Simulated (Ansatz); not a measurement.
**Ta2O5 (Pmmm): the G0W0 gap against the k mesh**

Aim: the G0W0 gap of Ta2O5 (Pmmm) on a series of meshes, at fixed bands and cutoff.

Main program and level: Ansatz 0.2.0; G0W0 on LDA, plane waves, PAW; PAW set soft_1.

The raw output is cut from this account; settings, times and results stay.

## 1. The structure

The structure is orthorhombic, space group Pmmm (No. 47). Conventional cell: a = 3.677 Å, b = 3.897 Å, c = 6.217 Å, α = 90.00°, β = 90.00°, γ = 90.00°. Ta has 6 O at 1.95 to 2.15 Å nearest. Nearest to Ta lie 6 O at 1.84 to 2.00 Å. Nearest to O lie 3 Ta at 2.00 to 2.15 Å. O has 2 Ta at 1.95 Å nearest. O has 2 Ta at 1.84 Å nearest. Nearest to O lie 2 Ta at 1.95 Å. Farther neighbours, and contacts between anions beyond the nearest, are not listed.

Coordinates:

```cif
data_structure
_symmetry_space_group_name_H-M 'Pmmm'
_symmetry_Int_Tables_number 47
_cell_length_a 3.6770
_cell_length_b 3.8970
_cell_length_c 6.2170
_cell_angle_alpha 90.000
_cell_angle_beta 90.000
_cell_angle_gamma 90.000
_cell_volume 89.09
loop_
_atom_site_label
_atom_site_type_symbol
_atom_site_symmetry_multiplicity
_atom_site_Wyckoff_symbol
_atom_site_fract_x
_atom_site_fract_y
_atom_site_fract_z
_atom_site_occupancy
Ta1 Ta 1 d 0.50000 0.00000 0.50000 1
Ta2 Ta 1 a 0.00000 0.00000 0.00000 1
O1 O 2 q 0.00000 0.00000 0.32191 1
O2 O 1 h 0.50000 0.50000 0.50000 1
O3 O 1 b 0.50000 0.00000 0.00000 1
O4 O 1 e 0.00000 0.50000 0.00000 1
```

Geometry: measured cell, ions relaxed with LDA. The runs that relaxed it are not among those shown.

## 2. The 4×4×2 mesh

G0W0 replaces the xc potential by the self-energy, built once from these orbitals. Only a window of levels is corrected, while the sums run over the empty bands that the input names. This step takes PAW set soft_1 files.

The input, input.yaml:

```yaml
crystal:
  lattice:
    - [3.677, 0.0, 0.0]
    - [0.0, 3.897, 0.0]
    - [0.0, 0.0, 6.217]
  atoms:
    - { symbol: Ta, position: [0.5, 0.0, 0.5] }
    - { symbol: Ta, position: [0.0, 0.0, 0.0] }
    - { symbol: O, position: [0.0, 0.0, 0.3219126261] }
    - { symbol: O, position: [0.0, 0.0, 0.6780873739] }
    - { symbol: O, position: [0.5, 0.5, 0.5] }
    - { symbol: O, position: [0.5, 0.0, 0.0] }
    - { symbol: O, position: [0.0, 0.5, 0.0] }
kpoints:
  mp_grid: { grid: [4, 4, 2] }
hamiltonian:
  xc: lda
  pseudopotentials: { kind: paw, azcp: { folder: soft_1 }, xc_functional: pbe }
scf:
  occupations: { method: fixed }
gw:
  n_empty_bands: 202
  ecut_chi: 100
  qp_bands: [v2, c2]
  qp_kpoints: band_edges
  screening: { model: contour_deformation }
```

The run is started by

```sh
$ ansatz run input.yaml --threads 3 --pin off --max-ram 92160MiB --backend cuda --events-out ev --progress --plain --runs-dir out --devices 1 --max-vram 13GiB
```

It took 36 s on 1 × NVIDIA H100 80GB HBM3 (shared by 6 runs) with 3 threads of AMD EPYC 7R13 (Zen 3), shared host; peak memory 1.3 GiB; 70 s of CPU time.

Numbers from this step:

- bands summed: 230
- RPA ε∞ on this mesh (eigenvalues): 6.900, 7.476, 12.30
- plane waves in the screening matrix: 193
- q-points in the mesh: 32
- G0W0 gap on the mesh: 1.241 eV
- k of the valence top: -0.5, -0.5, 0
- k of the conduction bottom: -0.5, 0, 0
- starting gap on the mesh: 0.1975 eV
- Z at the valence top: 0.6793
- Z at the conduction bottom: 0.7334
- least direct G0W0 gap on the computed points: 1.389 eV

The gap on the mesh goes from 0.20 eV to 1.24 eV, a correction of +1.04 eV. Between the two edge states, bare exchange in place of the xc potential would open the gap by 10.70 eV, and correlation takes back 9.66 eV.

## 3. The 4×4×4 mesh

Only the mesh changes. It samples the long-range screening, which converges on its own terms.

Edit input.yaml of step 2 so:

```diff
@@ -14,3 +14,3 @@
 kpoints:
-  mp_grid: { grid: [4, 4, 2] }
+  mp_grid: { grid: [4, 4, 4] }
 hamiltonian:
```

The job ended after 26 s (1 × NVIDIA H100 80GB HBM3 (shared by 6 runs) with 3 threads; peak memory 1.4 GiB; 39 s of CPU time).

Read from the output:

```
bands summed                                 : 230
RPA ε∞ on this mesh (eigenvalues)            : 5.868, 7.197, 10.99
plane waves in the screening matrix          : 193
q-points in the mesh                         : 64
G0W0 gap on the mesh                         : 1.282 eV
k of the valence top                         : -0.5, -0.5, -0.5
k of the conduction bottom                   : -0.5, 0, 0
starting gap on the mesh                     : 0.2014 eV
Z at the valence top                         : 0.6934
Z at the conduction bottom                   : 0.7470
least direct G0W0 gap on the computed points : 1.411 eV
```

Against the run with 4×4×2 mesh, 202 empty bands, screening to 100 eV, PAW set soft_1 files, the gap moves by +0.04 eV. A band edge lies at another k point on this mesh, which is part of the change.

## 4. The 6×6×4 mesh

Edit input.yaml of step 3 so:

```diff
@@ -14,3 +14,3 @@
 kpoints:
-  mp_grid: { grid: [4, 4, 4] }
+  mp_grid: { grid: [6, 6, 4] }
 hamiltonian:
```

Wall time 2.2 min (1 × NVIDIA H100 80GB HBM3 (shared by 6 runs) with 3 threads); peak memory 1.8 GiB.

This step gave:

```
bands summed                                 : 230
RPA ε∞ on this mesh (eigenvalues)            : 5.891, 6.957, 8.901
plane waves in the screening matrix          : 193
G0W0 gap on the mesh                         : 1.312 eV
k of the valence top                         : -0.5, -0.5, 0
k of the conduction bottom                   : -0.5, 0, 0
starting gap on the mesh                     : 0.2228 eV
least direct G0W0 gap on the computed points : 1.449 eV
```

Against the run with 4×4×4 mesh, 202 empty bands, screening to 100 eV, PAW set soft_1 files, the gap moves by +0.03 eV, while the start moved by +0.02 eV. A band edge lies at another k point on this mesh, which is part of the change.

## 5. The 8×6×4 mesh

Edit input.yaml of step 4 so:

```diff
@@ -14,3 +14,3 @@
 kpoints:
-  mp_grid: { grid: [6, 6, 4] }
+  mp_grid: { grid: [8, 6, 4] }
 hamiltonian:
```

Run time: 3 min. Hardware: 1 × NVIDIA H100 80GB HBM3 (shared by 6 runs) with 3 threads; peak memory 2 GiB; 5.8 min of CPU time.

Numbers from this step:

| Quantity | Value |
| --- | --- |
| bands summed | 230 |
| RPA ε∞ on this mesh (eigenvalues) | 5.894, 6.944, 8.816 |
| plane waves in the screening matrix | 193 |
| G0W0 gap on the mesh | 1.313 eV |
| k of the valence top | -0.5, -0.5, -0.5 |
| k of the conduction bottom | -0.5, 0, 0 |
| starting gap on the mesh | 0.2228 eV |
| least direct G0W0 gap on the computed points | 1.450 eV |

Against the run with 6×6×4 mesh, 202 empty bands, screening to 100 eV, PAW set soft_1 files, the gap moves by +0.0004 eV. A band edge lies at another k point on this mesh, which is part of the change.

## 6. The meshes together

Times are wall times on 1 × NVIDIA H100 80GB HBM3 (shared by 6 runs) with 3 threads of AMD EPYC 7R13 (Zen 3), shared host, good to a factor of about two.

| mesh | points | irreducible | start (eV) | G0W0 (eV) | shift (eV) | RPA ε∞ (mean) | time |
| --- | --- | --- | --- | --- | --- | --- | --- |
| 4×4×2 | 32 | 18 | 0.198 | 1.241 | +1.044 | 8.89 | 36 s |
| 4×4×4 | 64 | 27 | 0.201 | 1.282 | +1.081 | 8.02 | 26 s |
| 6×6×4 | 144 | 48 | 0.223 | 1.312 | +1.090 | 7.25 | 2.2 min |
| 8×6×4 | 192 | 60 | 0.223 | 1.313 | +1.090 | 7.22 | 3 min |

## 7. Summary of results

```yaml
4x4x2: 1.241 eV (shift +1.044)
4x4x4: 1.282 eV (shift +1.081)
6x6x4: 1.312 eV (shift +1.090)
8x6x4: 1.313 eV (shift +1.090)
settings: LDA start, 202 empty bands, 100 eV
```

**Reading.** The shift is +1.04 eV on 4×4×2 and +1.09 eV on 8×6×4. On 8×6×4 the edges lie at (0.500, 0.500, 0.500) and (0.500, 0.000, 0.000), on 6×6×4 at (0.500, 0.500, 0.000) and (0.500, 0.000, 0.000), so these two shifts belong to different pairs of states. The RPA ε∞ (mean) ranges from 7.22 to 8.89 and ends at 7.22; the coarsest mesh overstates it. From 32 to 192 points the time grows 5.0-fold. Bands and cutoff are modest here, so the values stand short of the basis limit. The 8×6×4 mesh is coarse for this cell (its supercell is 23 Å along the shortest edge). The RPA ε∞ on it, from the LDA start, is 5.89, 6.94 and 8.82; such meshes misread the long-range screening, most where the gap is narrow. The many-body steps are scalar-relativistic: spin-orbit coupling is not in them.

[Long decimals in the printed logs are rounded to 6 places.]

[Logs are printed without paths, hosts, clocks, repeated set-up lines and the standing remarks that a program may print on its own settings, such as how far it seeks lower states.]

[Paths, hosts, dates, memory and timing lines, banners, echoed tables and standing remarks are left out of the program output; an Ansatz launch command may be rebuilt from the run's recorded settings. Measured values are a selection of at most five: reports struck by readers or far from the other reports are left out. None is set beside runs whose start may be inverted or whose files or cutoffs have a known fault.]

[Runs of the session that timed out or met a known fault of the program may be left out.]

[Cells called generated may have been cut or substituted from an entry of the Crystallography Open Database or the Materials Project.]

[Hosts, paths, dates, database ids (printed as entryN), source tags and the programs' standing remarks are cut or masked in the printed files.]

[Where the starting crystal was built by hand or by swapping elements, it need not be the compound's stable phase.]
